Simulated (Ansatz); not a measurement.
# YP (model cell, started as zinc blende): from the cell to its phonons, part 2 of 2

Wanted: vibrations and spectra of YP (model cell, started as zinc blende); the cell is already relaxed. After the zone centre comes a 4×4×4 q mesh on a 8×8×8 k mesh.

Ansatz 0.2.0; DFT PBEsol, scalar-relativistic, plane waves, norm-conserving pseudopotentials.

So far. Step 2 (Zone-centre response): Before it was imposed, the acoustic sum rule was missed by 6.3e-5 eV/Å² and the charge sum rule by 8.7e-4 e. Small misses are needed for a sound result but don't prove that mesh and cutoff are converged. The lowest optical mode is real, 282 cm⁻¹.

The structure was built from a prototype and need not be the compound's stable phase.

## Step 3: Phonons on a q mesh

Stability and thermal properties need the whole zone. Linear response on a 4×4×4 q mesh gives force constants as far as a supercell of that size would, and the tensors from the zone-centre run are typed in so that the long-range dipole term is interpolated apart.

input.yaml

```yaml
crystal:
  lattice:
    - [0.0, 3.1113865212, 3.1113865212]
    - [3.1113865212, 0.0, 3.1113865212]
    - [3.1113865212, 3.1113865212, 0.0]
  atoms:
    - { symbol: "Y", position: [0.0, 0.0, 0.0] }
    - { symbol: P, position: [0.25, 0.25, 0.25] }
kpoints:
  mp_grid: { grid: [8, 8, 8] }
hamiltonian:
  xc: pbesol
  pseudopotentials: { kind: nc }
scf:
  occupations: { method: fixed }
output:
  eigenvalues: true
phonons:
  method: dfpt
  qmesh: [4, 4, 4]
  temperatures: { t_max: 1000, t_step: 50 }
  qpath:
    path:
      - [[0.0, 0.0, 0.0], [-0.5, -0.5, 0.0], [-0.375, -0.375, 0.25]]
      - [[-0.375, 0.0, 0.375], [0.0, 0.0, 0.0], [0.0, 0.0, 0.5], [-0.5, -0.25, 0.25], [-0.5, -0.5, 0.0]]
    npoints: 10
  non_analytic_term:
    high_frequency_dielectric_tensor: [[7.3313, 0.0, 0.0], [0.0, 7.3313, 0.0], [0.0, 0.0, 7.3313]]
    born_effective_charges:
      - { species: "Y", tensor: [[2.8775, 0.0, 0.0], [0.0, 2.8775, 0.0], [0.0, 0.0, 2.8775]] }
      - { species: P, tensor: [[-2.8775, 0.0, 0.0], [0.0, -2.8775, 0.0], [0.0, 0.0, -2.8775]] }
    source: "zone-centre run at this cell"
```

Command:

```
$ ansatz run input.yaml --threads 4 --pin off --max-ram 7168MiB --backend cpu --events-out ev --progress --plain --runs-dir out
```

Numbers of over 12 decimals in the logs are rounded to 6 here.

What it wrote:

```text
Warning: phonons: the dynamical matrix that this run interpolates holds no multipole term above the dipole-dipole one, and a site of this crystal is no centre of inversion, so its interpolated transverse optical and acoustic branches and sound speeds can stay off near Gamma, and the density of states and the thermodynamics with them. What a run solves at a wave vector of phonons.qpoints, Gamma apart, where the deck admits one, is free of this, and under fd what a larger phonons.supercell samples
[...]
Crystal: 2 atoms, lattice volume = 60.241 Å³
Basis set: ecut = 979.609905 eV, 4279 PW (Γ), exchange–correlation on 90×90×90 points (8 copies of the dense FFT grid, shifted against one another)
Bands: 12, of which v1, the nominal top of the filled ones, is band 8 counted from 1 (7 counted from 0)
Symmetry: 24 space group operations
k-points: 29 of 512 (time reversal used)
[...]
SCF iter   1: F=—  HF=-1300.532003 eV  |F-HF|=—  |Δ(HF+E_count)|=         —  Δρ=3.44e-2  dr2=1.41e0  ethr=3.10e-3  ⟨swp⟩=5.0  Hψ=2004  notcnv=0  defer=53
[...]
SCF iter   9: F=-1300.153488 eV  HF=-1300.153488 eV  |F-HF|=3.18e-12  |Δ(HF+E_count)|=  2.00e-11  Δρ=1.16e-7  dr2=5.15e-12  ethr=1.00e-12  ⟨swp⟩=8.1  Hψ=2801  notcnv=0
SCF 1 converged in 9 iterations: F = -1300.153488 eV  dr2 = 5.15e-12
NSCF: frozen V_eff on 29 k-points
[...]
DFPT response loops at q = (0, 0, 0) (fractional): preconditioner auto → none (the input reference at scf.mixing.eps_inf says where Resta's filter doesn't serve); β = 0.50; Broyden in place of MSR1
[...]
SCF converged after 9 iterations
Free energy (F): -1300.153488 eV
[...]
Internal energy: -1300.153488 eV  (E = F + TS)
E sigma→0 (E₀):  -1300.153488 eV
Fermi energy:    5.385268 eV
[...]
--- Band table (eV; the first three rows and the last of 29) ---
  k-point 0: bands = [... 4 lower, -3.2486, 4.5060, 4.5060, 4.5060, 8.3134, 8.7703, 8.7703, 12.4066]
  k-point 1: bands = [... 4 lower, -3.1510, 4.2549, 4.5651, 4.5651, 8.6708, 8.6708, 8.8488, 12.0415]
  k-point 2: bands = [... 4 lower, -2.9118, 3.8594, 4.6939, 4.6939, 8.6115, 8.6115, 9.7050, 11.3013]
  k-point 28: bands = [... 4 lower, -2.3404, 4.0320, 4.2842, 5.3515, 6.9380, 8.5791, 9.6975, 10.3039]
--- Phonons (Γ-DFPT): 2 representative perturbations + reference (Σ response iterations 5) ---
  ASR residual: 1.875e-5 → 0.000e0 eV/Å²; symmetrization residual: 1.231e-6 eV/Å²
  ASR residual per site (eV/Å²): 1.87e-5 4.59e-6
  Γ frequencies (cm⁻¹): 0.00 0.00 0.00 281.70 281.70 281.70
--- Phonons (arbitrary-q DFPT): 8 irreducible q on the 4×4×4 mesh ---
  q = [0.0000, 0.0000, 0.0000] (star 1, of the zone-centre solve; hermiticity 3.67e-7, symmetrization 2.38e-15): -0.00 0.00 0.00 281.70 281.70 281.70
  q = [0.0000, 0.0000, 0.2500] (star 8, 2 solved perturbations on 288 of 512 k-point pairs; hermiticity 2.69e-7, symmetrization 1.25e-13, the responses' own estimated error 1.2e-4 eV/Å²): 28.53 28.53 107.98 277.87 277.87 326.32
[...]
q = [0.0000, 0.2500, 0.2500] (star 6, 4 solved perturbations in 528 linear systems a pass and spin channel, the states on 164 of 512 k-point pairs; hermiticity 1.48e-7, symmetrization 3.05e-14, the responses' own estimated error 1.2e-4 eV/Å²): 49.05 49.05 113.85 272.75 272.75 326.00
[...]
sum rule: each row above includes the acoustic sum rule's correction from the zone centre's row sums; it moved no ω² by more than (0.24 cm⁻¹)²
  mesh force constants: q→R imaginary residual 1.92e-18; ASR residual 1.875e-5 → 0.000e0 eV/Å²; symmetrization residual 5.329e-15 eV/Å²
  interpolated dispersion: 63 rows × 6 modes
  density of states and harmonic sums: on the 20×20×20 q-mesh, interpolated from the force constants of a 4×4×4 supercell (with the dipole–dipole term of supplied tensors)
  largest difference from the sums on the solved wave vectors: F 1.12e-2 eV, S 1.51e-5 and C_V 3.83e-6 eV/K
  zero-point energy: 0.069608 eV/cell   skipped modes (ω ≤ 0): 5, of them read as no rigid motion or as one in doubt: 2 (2.000e-3 modes/cell left out, lowest -0.60 cm⁻¹)   left out of the sums: 3.96e-4 of the cell's modes: C_V's classical limit lies that fraction below 3 k_B per atom; for a crystal, a wire or a layer, F and S can be off by more, and a phonons.interpolated_qmesh denser along its periods is the remedy for the sampling
```

The job ended after 2.7 min (4 threads of Arm Neoverse V1, shared host; peak memory 2.4 GiB; 10 min of CPU time).

Numbers from this step:

* sum-rule residual before enforcement: 1.87e-5 eV/Å²
* lowest frequency on the path: -0.6044 cm⁻¹
* highest frequency on the path or at a solved wavevector: 345.7 cm⁻¹
* lowest mode on the q mesh (acoustic modes at Γ apart): 28.53 cm⁻¹

Frequencies (cm⁻¹) solved at each irreducible wavevector; negative means imaginary. Frequencies by wavevector, by row:

| q in reciprocal lattice units | star | mode 1 | mode 2 | mode 3 | mode 4 | mode 5 | mode 6 |
| --- | --- | --- | --- | --- | --- | --- | --- |
| 0 0 0 | 1 | 0 | 0 | 0 | 281.7 | 281.7 | 281.7 |
| 0 0 0.25 | 8 | 28.5 | 28.5 | 108 | 277.9 | 277.9 | 326.3 |
| 0 0 -0.5 | 4 | 41.9 | 41.9 | 171.7 | 274.1 | 274.1 | 294.3 |
| 0 0.25 0.25 | 6 | 49 | 49 | 113.8 | 272.8 | 272.8 | 326 |
| 0 0.25 -0.5 | 24 | 61.6 | 89.6 | 164.4 | 267.8 | 269.4 | 293.7 |
| 0 0.25 -0.25 | 12 | 46.4 | 89.7 | 146.1 | 272.5 | 272.9 | 301.2 |
| 0 -0.5 -0.5 | 3 | 75.4 | 75.4 | 187.2 | 262.1 | 262.1 | 288.2 |
| 0.25 -0.5 -0.25 | 6 | 90.2 | 99.9 | 172.5 | 261.4 | 271.6 | 280.2 |

Interpolated from a 4×4×4 q mesh, with the LO-TO term (at Γ the limit along the path; where Γ stands inside the path, tables give the limit on arrival). Phonon branches along the path, in cm⁻¹:

| point | branch 1 | branch 2 | branch 3 | branch 4 | branch 5 | branch 6 |
| --- | --- | --- | --- | --- | --- | --- |
| Γ | 0 | 0 | 0 | 282 | 282 | 346 |
| halfway | 49 | 49 | 114 | 273 | 273 | 326 |
| X | 75 | 75 | 187 | 262 | 262 | 288 |
| halfway | 72 | 87 | 184 | 263 | 263 | 287 |
| U | 65 | 104 | 175 | 266 | 266 | 285 |
| jump to K | 65 | 104 | 175 | 266 | 266 | 285 |
| halfway | 33 | 68 | 118 | 276 | 276 | 318 |
| Γ | 0 | 0 | 0 | 282 | 282 | 346 |
| halfway | 28 | 28 | 108 | 278 | 278 | 326 |
| L | 42 | 42 | 172 | 274 | 274 | 294 |
| halfway | 60 | 88 | 168 | 268 | 273 | 289 |
| W | 90 | 100 | 172 | 261 | 272 | 280 |
| halfway | 83 | 87 | 180 | 262 | 266 | 285 |
| X | 75 | 75 | 187 | 262 | 262 | 288 |

The phonon branches as a text plot (rows in cm⁻¹):

```
    338 |******                   **********
    324 |      **               **          **
    310 |        *             *              **
    295 |         ****      ***                 *******         *
    281 |******       ******   **********************  *********
    266 |      ****************                    **************
    252 |
    237 |
    223 |
    209 |
    194 |            *
    180 |           * *****                                ******
    165 |         **       **                   ***********
    151 |        *           **                *
    136 |       *              *              *
    122 |                       *            *
    108 |      *         ****               *            *
     93 |    **        **    **  *         *          ********
     79 |         ******       *  **                 *  *    ****
     64 |   *   **      ****    *         *         * **
     50 |  *   *            ***  *  *    *        ****
     35 |    **                ** **        ******
     21 | * *                    *****  *  *
      7 |***                        *******
         Γ           X  U|K            Γ         L        W     X
```

Tetrahedra on a 20×20×20 mesh, mean over bins of 5 cm-1. Interpolated from a 4×4×4 q mesh. The phonon density of states by wavenumber; read off at these points:

| wavenumber (cm⁻¹) | phonon density of states (1/cm⁻¹/cell) |
| --- | --- |
| -2 | 1.2e-4 |
| 8 | 0.00185 |
| 18 | 0.00438 |
| 28 | 0.00789 |
| 38 | 0.0145 |
| 42 | 0.0249 |
| 52 | 0.0306 |
| 62 | 0.0334 |
| 72 | 0.0367 |
| 82 | 0.0256 |
| 92 | 0.022 |
| 102 | 0.0211 |
| 112 | 0.0037 |
| 122 | 0.00477 |
| 128 | 0.00543 |
| 138 | 0.00709 |
| 148 | 0.00978 |
| 158 | 0.0154 |
| 168 | 0.0430 |
| 178 | 0.00919 |
| 188 | 5.3e-4 |
| 198 | 0 |
| 208 | 0 |
| 218 | 0 |
| 222 | 0 |
| 232 | 0 |
| 242 | 0 |
| 252 | 0 |
| 262 | 0.0509 |
| 272 | 0.175 |
| 282 | 0.0222 |
| 288 | 0.0407 |
| 292 | 0.0363 |
| 302 | 0.0179 |
| 308 | 0.0146 |
| 318 | 0.0106 |
| 328 | 0.00759 |
| 338 | 0.00454 |
| 348 | 2.0e-5 |

Phonopy on the run's constants, 15x15x15 mesh, Gaussian sigma 2.7 cm-1. Interpolated from a 4×4×4 q mesh. Table of partial phonon density of states by wavenumber; read off at these points; values in 1/cm⁻¹/cell:

| wavenumber (cm⁻¹) | P | Y |
| --- | --- | --- |
| -10.0 | 0 | 0 |
| 0.0 | 2.6e-4 | 7.2e-4 |
| 10.0 | 6.3e-4 | 0.00174 |
| 20.0 | 0.00130 | 0.00359 |
| 30.0 | 0.00267 | 0.00733 |
| 40.0 | 0.00507 | 0.0135 |
| 50.0 | 0.00807 | 0.0215 |
| 60.0 | 0.00922 | 0.0251 |
| 70.0 | 0.0101 | 0.0285 |
| 80.0 | 0.00792 | 0.0235 |
| 90.0 | 0.00551 | 0.0172 |
| 100.0 | 0.00532 | 0.0172 |
| 110.0 | 9.9e-4 | 0.00354 |
| 120.0 | 6.9e-4 | 0.00270 |
| 130.0 | 0.00108 | 0.00468 |
| 140.0 | 0.00125 | 0.00627 |
| 150.0 | 0.00149 | 0.00926 |
| 160.0 | 0.00189 | 0.0175 |
| 170.0 | 0.00169 | 0.0322 |
| 180.0 | 1.4e-4 | 0.00685 |
| 190.0 | 8.7e-7 | 3.1e-4 |
| 200.0 | 0 | 0 |
| 210.0 | 0 | 0 |
| 220.0 | 0 | 0 |
| 230.0 | 0 | 0 |
| 240.0 | 0 | 0 |
| 250.0 | 0 | 0 |
| 260.0 | 0.0163 | 0.00580 |
| 270.0 | 0.101 | 0.0346 |
| 272.7 | 0.110 | 0.0382 |
| 280.0 | 0.0341 | 0.0102 |
| 290.0 | 0.0348 | 0.00226 |
| 300.0 | 0.0179 | 0.00240 |
| 310.0 | 0.0110 | 0.00221 |
| 320.0 | 0.00806 | 0.00203 |
| 330.0 | 0.00553 | 0.00163 |
| 340.0 | 0.00271 | 8.9e-4 |
| 350.0 | 6.0e-5 | 2.0e-5 |
| 360.0 | 0 | 0 |

Second derivatives of the energy by pair, one row for each kind of neighbour of each atom listed. Each entry sums the pair over the periodic images of the supercell that the q mesh stands for, and in a polar crystal it holds the long-range dipole part too. Force constants by pair, by row:

| atom | neighbour | distance (Å) | third of the trace (eV/Å²) | along the pair's line (eV/Å²) |
| --- | --- | --- | --- | --- |
| Y1 | itself | 0 | 8.405 | – |
| Y1 | P | 2.695 | -1.875 | -4.617 |
| Y1 | Y | 4.4 | -0.0586 | -0.5731 |
| Y1 | P | 5.16 | -0.0319 | 0.206 |
| Y1 | Y | 6.223 | -0.0262 | -0.1496 |
| Y1 | P | 6.781 | 0.0601 | 0.177 |
| P2 | itself | 0 | 7.321 | – |
| P2 | Y | 2.695 | -1.875 | -4.617 |
| P2 | P | 4.4 | 0.0199 | -0.4712 |
| P2 | Y | 5.16 | -0.0319 | 0.206 |
| P2 | P | 6.223 | -0.0158 | -0.1057 |
| P2 | Y | 6.781 | 0.0601 | 0.177 |

Symmetry leaves 8 wavevectors to solve. The lowest mode among them, the acoustic zeros apart, lies at q = (0, 0, 0.25) and is real, 28.5 cm⁻¹.

## Step 4: Results

```json
{
  "space group (within 0.01 Å)": "F-43m",
  "volume per atom": "30.1 Å³",
  "gap on the k-mesh": "1.52 eV",
  "highest optical mode at the zone centre (no LO-TO term)": "282 cm⁻¹",
  "top of the zone-centre spectrum with the field": "346 cm⁻¹",
  "lowest optical zone-centre mode": "282 cm⁻¹",
  "mean high-frequency dielectric constant": "7.33",
  "mean static dielectric constant": "11.0",
  "largest Born charge (third of the trace)": "2.88 e",
  "lowest mode on the q mesh (acoustic modes at Γ apart)": "28.5 cm⁻¹",
  "highest frequency on the path or at a solved wavevector": "346 cm⁻¹",
  "imaginary modes on the 4×4×4 q mesh": "none"
}
```

The structure is a minimum as far as tested: no mode is imaginary at the 8 irreducible wavevectors of the 4×4×4 mesh, and the softest away from the acoustic zeros lies at 29 cm⁻¹. Without the field, the optical modes at Γ form one degenerate level at 282 cm⁻¹. The highest mode in this list at Γ, 281.7 cm⁻¹, is mostly motion of P (74 % of the kinetic energy). With the macroscopic field of the longitudinal modes the top of the zone-centre spectrum lies at 346 cm⁻¹, against 282 cm⁻¹ without it. Lattice motion raises the mean dielectric constant from 7.331 to 11.04. The strongest infrared line is at 282 cm⁻¹. Averaged over orientations, the strongest Raman line at 532 nm and 300 K is at 282 cm⁻¹, among the modes without the field; their longitudinal partners can be Raman active too. The tensors are the static, non-resonant ones, while 532 nm light (2.33 eV) lies above the computed gap. The program warns that the interpolation holds no quadrupole term, so branches close to Γ can be off in this crystal. The starting cell was built on a prototype and not taken from a measurement, so the phase need not exist. These are harmonic frequencies at zero temperature: anharmonic shifts, linewidths and thermal expansion are left out.

[Logs are printed without paths, hosts, clocks, repeated set-up lines and the standing remarks that a program may print on its own settings, such as how far it seeks lower states.]

[Hosts, paths, dates, database ids (printed as entryN), source tags and the programs' standing remarks are cut or masked in the printed files.]
